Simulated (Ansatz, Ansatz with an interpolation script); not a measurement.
Rows from a G0W0 calculation on SnSe (Pnma) (Ansatz 0.2.0; G0W0 on LDA, plane waves, PAW; PAW set soft_1; 2×4×4 mesh, 718 empty bands, screening to 130 eV, PAW set soft_1 files), in eV. Spin-orbit coupling is left out.

The database entry behind the starting cell differs from later determinations by our own check (an axis about 0.9 % long against later determinations), so it need not match the best structure at ambient conditions.

```csv
row,Σx,Σc,Vxc,Z
A,-8.48,-3.51,-12.22,0.77
B,-16.33,1.31,-14.78,0.74
C,-9.47,-3.29,-12.96,0.77
D,-15.52,0.26,-15.16,0.76
E,-8.48,-4.34,-13.10,0.74
F,-16.49,1.19,-15.08,0.74
```

Q: Which rows are filled states and which are empty ones, and how can one tell?

Filled: B, D and F. Empty: A, C and E. The sign of Σc tells: for a filled state bare exchange, which holds its interaction with itself, lies below Vxc (Σx − Vxc is -0.4 eV or lower here) and screening gives part back as a positive Σc. For an empty state Σx lies above Vxc (+3.5 eV or more) and the Coulomb hole leaves Σc negative.

[Paths, hosts, dates, memory and timing lines, banners, echoed tables and standing remarks are left out of the program output.]

[Logs are printed without paths, hosts, clocks, repeated set-up lines and the standing remarks that a program may print on its own settings, such as how far it seeks lower states.]

[Runs of the session that timed out or met a known fault of the program may be left out.]

[Hosts, paths, dates, database ids (printed as entryN), source tags and the programs' standing remarks are cut or masked in the printed files.]
